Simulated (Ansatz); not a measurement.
# SnO2 (P4_2/mnm):Bi_Sn, thermodynamic levels from a 72-atom cell

Aim: at which Fermi levels does Bi_Sn in SnO2 (P4_2/mnm) change its charge? The model is a cell of 72 host atoms with 1 Sn taken out and 1 Bi put in.

Main program and level: Ansatz 0.2.0; place-levels on r2SCAN runs: charge-transition levels and formation energies with image-charge correction and potential alignment at the atomic sites; PAW set soft_1.

The experiments to compare with:

“Effect of Cu F Co-doping on the Properties of AgSnO2 Contact” (2019, pmc:6679235) quotes from earlier work for SnO2, rutile (undoped SnO2, literature value): band gap (band gap of intrinsic SnO2, quoted experimental value) 3.6 eV [Literature value cited in passing in the theory part; measurement method, temperature and …].

### Step 1. Set-up

The cell holds 72 atoms: 23 Sn, 48 O and 1 Bi. Its edges and angles: a = 9.516 Å, b = 9.516 Å, c = 9.602 Å, α = 90.0°, β = 90.0°, γ = 90.0°. It derives from SnO2 (space group P4_2/mnm). Nearest the centre at fractional (0.500, 0.500, 0.667): Bi68 at 0.00 Å, O71 at 2.06 Å, O18 at 2.06 Å, O28 at 2.07 Å, O45 at 2.07 Å, O34 at 2.07 Å, O51 at 2.07 Å, Sn62 at 3.20 Å.

Structure file:

```xyz
72
Lattice="9.5155 0.0000 0.0000 0.0000 9.5155 0.0000 0.0000 0.0000 9.6020" Properties=species:S:1:pos:R:3 pbc="T T T"
Sn    2.3789    2.3789    1.6003
Sn    0.0000    0.0000    0.0000
O     0.9233    3.8345    1.6003
O     3.8345    0.9233    1.6003
O     1.4556    1.4556    0.0000
O     3.3022    3.3022    0.0000
Sn    2.3789    2.3789    4.8010
Sn    0.0000    0.0000    3.2007
O     0.9233    3.8345    4.8010
O     3.8345    0.9233    4.8010
O     1.4556    1.4556    3.2007
O     3.3022    3.3022    3.2007
Sn    2.3789    2.3789    8.0017
Sn    0.0000    0.0000    6.4014
O     0.9233    3.8345    8.0017
O     3.8345    0.9233    8.0017
O     1.4556    1.4556    6.4014
O     3.3022    3.3022    6.4014
Sn    2.3789    7.1366    1.6003
Sn    0.0000    4.7578    0.0000
O     0.9233    8.5922    1.6003
O     3.8345    5.6810    1.6003
O     1.4556    6.2134    0.0000
O     3.3022    8.0599    0.0000
Sn    2.3789    7.1366    4.8010
Sn    0.0000    4.7578    3.2007
O     0.9233    8.5922    4.8010
O     3.8345    5.6810    4.8010
O     1.4556    6.2134    3.2007
O     3.3022    8.0599    3.2007
Sn    2.3789    7.1366    8.0017
Sn    0.0000    4.7578    6.4014
O     0.9233    8.5922    8.0017
O     3.8345    5.6810    8.0017
O     1.4556    6.2134    6.4014
O     3.3022    8.0599    6.4014
Sn    7.1366    2.3789    1.6003
Sn    4.7578    0.0000    0.0000
O     5.6810    3.8345    1.6003
O     8.5922    0.9233    1.6003
O     6.2134    1.4556    0.0000
O     8.0599    3.3022    0.0000
Sn    7.1366    2.3789    4.8010
Sn    4.7578    0.0000    3.2007
O     5.6810    3.8345    4.8010
O     8.5922    0.9233    4.8010
O     6.2134    1.4556    3.2007
O     8.0599    3.3022    3.2007
Sn    7.1366    2.3789    8.0017
Sn    4.7578    0.0000    6.4014
O     5.6810    3.8345    8.0017
O     8.5922    0.9233    8.0017
O     6.2134    1.4556    6.4014
O     8.0599    3.3022    6.4014
Sn    7.1366    7.1366    1.6003
Sn    4.7578    4.7578    0.0000
O     5.6810    8.5922    1.6003
O     8.5922    5.6810    1.6003
O     6.2134    6.2134    0.0000
O     8.0599    8.0599    0.0000
Sn    7.1366    7.1366    4.8010
Sn    4.7578    4.7578    3.2007
O     5.6810    8.5922    4.8010
O     8.5922    5.6810    4.8010
O     6.2134    6.2134    3.2007
O     8.0599    8.0599    3.2007
Sn    7.1366    7.1366    8.0017
Bi    4.7578    4.7578    6.4014
O     5.6810    8.5922    8.0017
O     8.5922    5.6810    8.0017
O     6.2134    6.2134    6.4014
O     8.0599    8.0599    6.4014
```

Screening for the image-charge correction: ε∞ = (4.60, 4.60, 4.91), ε0 = (13.48, 13.48, 10.42), from a response run on this crystal (DFPT, PBEsol) at that run's own cell.

The cell's shortest repeat is 9.5 Å.

### Step 2. What was run first

A transition level is the Fermi level at which two charge states cost the same, so each charge needs its own total energy, at its own relaxed structure.

Random displacements of about 0.05 Å break the site symmetry at the start, so that the relaxation can reach a distorted minimum if there is one. Forces are taken at one point at (¼, ¼, ¼). The cell holds 1 electron more than the neutral one, with a uniform background that keeps it neutral on the whole.

The sampling was tested on the host first: at the k-points planned (1x1x1 shifted 0.25 0.25 0.25) its energy lies 0.000 eV an atom from the dense-mesh value, under the bound of 0.02 eV set for this test; that bounds the host's error, not the defect's.

One state's input; the others differ in charge, spin, start and seed, and in occupations where the table says so.

qm1.relax/input.yaml

```yaml
crystal:
  lattice:
    - [4.75775154, 0.0, 0.0]
    - [0.0, 4.75775154, 0.0]
    - [0.0, 0.0, 3.20068146]
  atoms:
    - { symbol: Sn, position: [0.5, 0.5, 0.5] }
    - { symbol: Sn, position: [0.0, 0.0, 0.0] }
    - { symbol: O, position: [0.19405723, 0.80594277, 0.5] }
    - { symbol: O, position: [0.80594277, 0.19405723, 0.5] }
    - { symbol: O, position: [0.30594277, 0.30594277, 0.0] }
    - { symbol: O, position: [0.69405723, 0.69405723, 0.0] }
  supercell: [2, 2, 3]
  defects: [{ substitution: { at: 67, symbol: Bi } }]
total_charge: -1
basis:
  ecutwfc: 500
  xc_grid: 2
hamiltonian:
  xc: r2scan
  pseudopotentials: { kind: paw, azcp: { folder: soft_1 } }
kpoints:
  mp_grid: { grid: [1, 1, 1], shift: [0.25, 0.25, 0.25] }
scf:
  occupations: { method: fixed }
  max_iter: 80
output:
  forces: true
  charged_corrections: { epsilon: [4.6, 4.6, 4.91], static_epsilon: [13.48, 13.48, 10.42] }
relax:
  f_tol: 0.02
  max_steps: 80
  random_displacement: { amplitude: 0.05, seed: 4189 }
checkpoint:
  write: "../qm1.relax.run"
  compress: false
  write_wavefunctions: true
  write_every: 100000
```

Launch:

```console
ansatz run input.yaml --threads 4 --pin off --max-ram 15073MiB --backend cpu --events-out ev --progress --plain --runs-dir out
```

The relaxed structure is kept and the sampling changed to a 2×2×2 shifted mesh.

The run of this state that the levels use, under r2SCAN:

qm1.point/input.yaml

```yaml
crystal:
  checkpoint: "../qm1.relax.run"
  host: checkpoint
total_charge: -1
basis:
  ecutwfc: 500
  xc_grid: 2
hamiltonian:
  xc: r2scan
  pseudopotentials: { kind: paw, azcp: { folder: soft_1 } }
kpoints:
  mp_grid: { grid: [2, 2, 2], shift: [0.5, 0.5, 0.5] }
scf:
  occupations: { method: fermi_dirac, width: 0.01 }
  max_iter: 80
output:
  forces: true
  eigenvalues: true
  charged_corrections:
    epsilon: [4.6, 4.6, 4.91]
    static_epsilon: [13.48, 13.48, 10.42]
    defect_position: [0.5, 0.5, 0.666667]
  eigenstates: { localisation: true }
  populations: true
  band_densities: [{ bands: [v1, v1] }, { bands: [c1, c1] }]
  write_density: true
  write_potential: true
  volumetric_format: npy
  elf: true
checkpoint:
  read: "../qm1.relax.run"
  write: "../qm1.point.run"
  compress: false
  write_wavefunctions: false
  write_every: 100000
```

Relaxations under r2SCAN at one point at (¼, ¼, ¼); times on 4 threads of Arm Neoverse V1, shared host:

```tsv
charge	moment (μB)	occupations	outcome	steps	largest displacement against the far atoms (Å)	time
−1	0	fixed	converged	6	0.21	3.1 min
0	1	fixed	converged	5	0.12	6.3 min
+1	0	fixed	converged	5	0.04	2.9 min
+1	2	fixed	converged	5	0.13	5.9 min
```

Single points under r2SCAN at a 2×2×2 shifted mesh; times on 4 threads of Arm Neoverse V1, shared host:

```tsv
charge	moment (μB)	occupations	outcome	time
−1	0	fermi-dirac	converged	3.3 min
0	1	fermi-dirac	converged	6.5 min
+1	0	fermi-dirac	converged	2.9 min
+1	2	fermi-dirac	converged	6.3 min
```

Distances (Å) from Bi68 to the nearest atoms after relaxation with r2SCAN:

```tsv
charge	moment (μB)	1.	2.	3.	4.	5.	6.
−1	0	O 2.22	O 2.22	O 2.27	O 2.27	O 2.27	O 2.27
0	1	O 2.16	O 2.16	O 2.19	O 2.19	O 2.19	O 2.19
+1	0	O 2.08	O 2.08	O 2.09	O 2.09	O 2.09	O 2.09
+1	2	O 2.16	O 2.16	O 2.19	O 2.19	O 2.19	O 2.19
```

### Step 3. Levels against the band edges, r2SCAN

A charged cell interacts with its images and the background, and its potential has another zero than the host's. place-levels removes the first by a point-charge model, screened by the static dielectric constant since the ions have relaxed around the charge, and the second by comparing potentials at atoms far from the defect.

The host is a run of the defect-free crystal in the same cutoffs, grids and k-points, so that basis and sampling errors cancel in part in the differences. The host is run in a cell of 6 atoms on a matching mesh. Its band edges are searched through the zone by a band path, so the gap is smaller than, or equal to, that on the mesh. Chemical potentials are energies per atom of Sn (alpha-Sn (diamond)) and Bi (A7 rhombohedral), run with the same functional and cutoff.

levels.point.yaml

```yaml
host:
  run: host.point.run
states: [qm1.point.run, q0_M1.point.run, qp1.point.run, qp1_M2.point.run]
geometry_from:
  qm1.point.run: qm1.relax.run
  q0_M1.point.run: q0_M1.relax.run
  qp1.point.run: qp1.relax.run
  qp1_M2.point.run: qp1_M2.relax.run
  host.point.run: host.relax.run
chemical_potentials:
  Sn:
    energy: -6038.703821
    dataset: <sha256 of the dataset>
  Bi:
    energy: -12413.333252
    dataset: "<sha256 of the dataset>"
epsilon: [4.6, 4.6, 4.91]
static_epsilon: [13.48, 13.48, 10.42]
vertical:
  - { from: qm1.point.run, to: qm1.point_neutral.run }
  - { from: qp1.point.run, to: qp1.point_neutral.run }
  - { from: qp1_M2.point.run, to: qp1_M2.point_neutral.run }
```

Launch:

```console
ansatz place-levels levels.point.yaml -- --threads 4 --pin off --max-ram 15073MiB
```

Numbers of over 12 decimals in the logs are rounded to 6 here.

Output:

```text
[... repeated set-up lines and file paths are left out, and long positions are rounded to six places ...]
(+1/0) 1.538 eV above the valence edge, 0.258 eV under the conduction edge
(0/-1) 1.767 eV above the valence edge, 0.028 eV under the conduction edge
formation energy of charge +1: +1.821 eV with the Fermi level at the valence edge
formation energy of charge 0: +3.358 eV with the Fermi level at the valence edge
formation energy of charge -1: +5.125 eV with the Fermi level at the valence edge
vertical -1 to 0: no energy, since no alignment is typed
  the change from vertical[0].from (qm1.point.run) to vertical[0].to (qm1.point_neutral.run): by its potential at epsilon [4.6, 4.6, 4.91] it stands at 0.500 0.500 0.667, with an rms radius of about 2.4 Å (1.3 1.3 1.6 Å across the planes of the cell's [...]
vertical +1 to 0: no energy, since no alignment is typed
  the change from vertical[1].from (qp1.point.run) to vertical[1].to (qp1.point_neutral.run): by its potential at epsilon [4.6, 4.6, 4.91] it stands at 0.500 0.500 0.667, with an rms radius of about 3.1 Å (1.7 1.7 1.9 Å across the planes of the cell's [...]
vertical +1 to 0: no energy, since no alignment is typed
  the change from vertical[2].from (qp1_M2.point.run) to vertical[2].to (qp1_M2.point_neutral.run): by its potential at epsilon [4.6, 4.6, 4.91] it stands at 0.533 0.470 0.166, with an rms radius of about 6.9 Å (4.3 4.4 3.2 Å across the planes of the cell's [...]
  edges by r2scan, gap 1.795 eV; the host is sampled to repeats of 26.91 Å
  the defect's cells are sampled to repeats of 26.91 Å, like sampling
  charge +1: -178612.5591 eV with its correction of +0.249 eV, at epsilon [13.48, 13.48, 10.42], aligned at sites: +0.0776 eV, mean over 37 atomic sites at or beyond 4.76 Å from the defect at [0.5000, 0.5000, 0.6667], with +0.000000 for the charge's moments [...]
  charge 0: +0.000 eV for its dipole among its images, +0.000 omitted
  charge -1: -178591.3873 eV with its correction of +0.050 eV, at epsilon [13.48, 13.48, 10.42], aligned at sites: +0.1219 eV, mean over 37 atomic sites at or beyond 4.76 Å from the defect at [0.5000, 0.5000, 0.6667], with -0.029020 for the charge's moments [...]
  charge +1: states[3] (qp1_M2.point.run) stands 1.781 eV higher, with a moment of 2.00 μB against 0.00
  of states[2] (qp1.point.run): it parts from the run at its places by a charge that spreads by about 1.9 Å along one vector (1.7 Å or more is wide), by its potential at epsilon [4.6, 4.6, 4.91], taken for that of held ions (one typed too small widens it), [...]
  of states[1] (q0_M1.point.run): stability_check_not_made
  of states[3] (qp1_M2.point.run): it parts from the run at its places by a charge that spreads by about 4.4 Å along one vector (1.6 Å or more is wide), by its potential at epsilon [4.6, 4.6, 4.91], taken for that of held ions (one typed too small widens it), [...]
  of vertical[0].to (qm1.point_neutral.run): stability_check_not_made
  of vertical[1].from (qp1.point.run): it parts from the run at its places by a charge that spreads by about 1.9 Å along one vector (1.7 Å or more is wide), by its potential at epsilon [4.6, 4.6, 4.91], taken for that of held ions (one typed too small widens [...]
  of vertical[1].to (qp1.point_neutral.run): stability_check_not_made
  of vertical[2].from (qp1_M2.point.run): its moments are held at its close (magnetization.spin_locking), by a field of 0.747 eV a Bohr magneton, and its energy and levels are of the state that this holds: a run that lets them go can end lower; [...]
  of vertical[2].to (qp1_M2.point_neutral.run): stability_check_not_made
```

The job ended after 0.5 s (4 threads of Arm Neoverse V1, shared host).

Levels between the charges placed, in eV above the valence top:

```tsv
	gap (eV)	(+1/0)	(0/−1)
r2SCAN	1.80	1.54	1.77
```

Corrections by state:

```tsv
charge	moment (μB)	image terms and alignment (eV)	band filling (eV)	ε used	over the lowest of its charge, as the program ranks them, band filling apart (eV)
+1	0.0	0.249	-	principal values (10.42, 13.48, 13.48)	0.000
0	1.0	0.000	-	-	0.000
−1	0.0	0.050	-	principal values (10.42, 13.48, 13.48)	0.000
+1	2.0	0.184	-	principal values (10.42, 13.48, 13.48)	1.781
```

The charged structures listed were also run neutral, and place-levels reads from each pair, by the potential or the spins, how wide the charge is by which they differ; that can be the carrier of either run.

```tsv
charge	rms radius (Å)	spread where it is widest against the cell (Å)	wide from (Å)	reading
+1	3.1	1.92	1.66	wide
−1	2.4	1.61	1.66	narrow
```

The neutral runs of these pairs need not share the spin of the lowest neutral state, and very wide values only mean spread over the cell.

From the program's caveats on the states, each cut to its opening words:

- charge +1: it parts from the run at its places by a charge that spreads by about 1.9 Å along one vector (1.7 Å or more is wide), by its potential at epsilon [4.6, 4.6, [...]
- charge 0 (1 μB), +1 (2 μB): flagged: stability check not made
- charge +1 (2 μB): it parts from the run at its places by a charge that spreads by about 4.4 Å along one vector (1.6 Å or more is wide), by its potential at epsilon [4.6, 4.6, [...]
- charge +1 (2 μB): its moments are held at its close (magnetization.spin_locking), by a field of 0.747 eV a Bohr magneton, and its energy and levels are of the state that this [...]

Chemical potentials of the elements' reference phases, run alike. Formation energies (elemental references), with the Fermi level at the valence top and at the conduction bottom (gap 1.80 eV):

```tsv
charge	at valence top (eV)	at conduction bottom (eV)	correction included (eV)
+1	1.82	3.62	0.25
0	3.36	3.36	0.00
−1	5.13	3.33	0.05
```

```csv
Fermi level (eV),lowest formation energy (eV)
0.00,1.82
0.16,1.98
0.33,2.15
0.49,2.31
0.65,2.47
0.82,2.64
0.98,2.80
1.14,2.96
1.31,3.13
1.47,3.29
1.63,3.36
1.80,3.33
```

### Step 4. Effect of the sampling

The relaxations' own energies give the levels at their sampling, for comparison.

levels.relax_mesh.yaml

```yaml
host:
  run: host.relax.run
states: [qm1.relax.run, q0_M1.relax.run, qp1.relax.run, qp1_M2.relax.run]
chemical_potentials:
  Sn:
    energy: -6038.703821
    dataset: <sha256 of the dataset>
  Bi:
    energy: -12413.333252
    dataset: "<sha256 of the dataset>"
```

Launch:

```console
ansatz place-levels levels.relax_mesh.yaml -- --threads 4 --pin off --max-ram 15073MiB
```

Output:

```text
(+1/0) 1.543 eV above the valence edge, 0.253 eV under the conduction edge
(0/-1) 1.776 eV above the valence edge, 0.020 eV under the conduction edge
formation energy of charge +1: +1.828 eV with the Fermi level at the valence edge
formation energy of charge 0: +3.371 eV with the Fermi level at the valence edge
formation energy of charge -1: +5.147 eV with the Fermi level at the valence edge
  edges by r2scan, gap 1.795 eV; the host is sampled to repeats of 13.46 Å
[... the lines on each state left out ...]
```

It took 0.15 s on 4 threads.

Levels between neighbouring charges, in eV above the valence top:

```tsv
	gap (eV)	(+1/0)	(0/−1)
one point at (¼, ¼, ¼)	1.80	1.54	1.78
a 2×2×2 shifted mesh	1.80	1.54	1.77
```

Going from one point at (¼, ¼, ¼) to a 2×2×2 shifted mesh moves the levels that carry no band-filling term by up to 0.01 eV and formation energies against the elements by up to 0.02 eV.

### Step 5. Results

- gap of the host: 1.80 eV (r2SCAN)
- level (plus 1/0): 1.54 eV above the valence top
- level (0/minus 1): 1.77 eV above the valence top
- lowest of the charges placed, just above the valence top (0.02 eV): +1
- lowest of the charges placed, just below the conduction bottom (0.02 eV): −1
- lowest formation energy at mid-gap of the charges run, elemental references: 2.72 eV

What this shows: Of the charges placed (−1, 0 and +1), the lowest changes at 1.54 eV (+1/0) and 1.77 eV (0/−1) above the valence top, in a gap of 1.80 eV. (0/−1) lies nearer to a band edge than the share of the finite-size correction in it (0.05 eV), and that correction holds for a localised charge alone. (0/−1) lies 0.03 eV from a band edge, less than the doubt on such levels. Charges above +1 and below −1 were not placed, so these runs say nothing of levels that involve them. States placed: +1 at 0 μB and 2 μB; 0 at 1 μB; −1 at 0 μB. Other spin states or structures, where not listed, weren't placed. Bi is taken at its element; compounds, which aren't counted here, bound the chemical potentials and would shift these formation energies. Going from one point at (¼, ¼, ¼) to a 2×2×2 shifted mesh moves the levels that carry no band-filling term by up to 0.01 eV and formation energies against the elements by up to 0.02 eV. Limits: r2SCAN makes the gap too small and tends to spread out bound carriers; where a gas molecule sets a chemical potential or the host's formation energy, its binding is uncorrected; spin–orbit coupling, which can matter with heavy atoms, is left out.

Comparison with the measured values:

```
                             quantity  measured           r2SCAN
band gap (least gap of the host) (eV)       3.6  1.80 (-1.80 eV)
```

Measured values from pmc:6679235 (2019).

**Verdict.** The band gap is off by -1.80 eV. Local and semilocal functionals usually give gaps below the measured ones. Spin-orbit coupling, left out here, can change the gap with such heavy elements. Zero-point and thermal motion shift the measured gap.

[Logs are printed without paths, hosts, clocks, repeated set-up lines and the standing remarks that a program may print on its own settings, such as how far it seeks lower states.]

[Hosts, paths, dates, database ids (printed as entryN), source tags and the programs' standing remarks are cut or masked in the printed files.]

[Where a table of states has a column of steps, it counts the stored structures, which are thinned; the runs took as many ionic steps or more.]

[A defect's name tells the site on which it was built; relaxed atoms can leave that site.]

[For some hosts the program warned that the k-mesh of the response run may be too coarse for force constants and the static dielectric constant; such warnings are not shown here.]
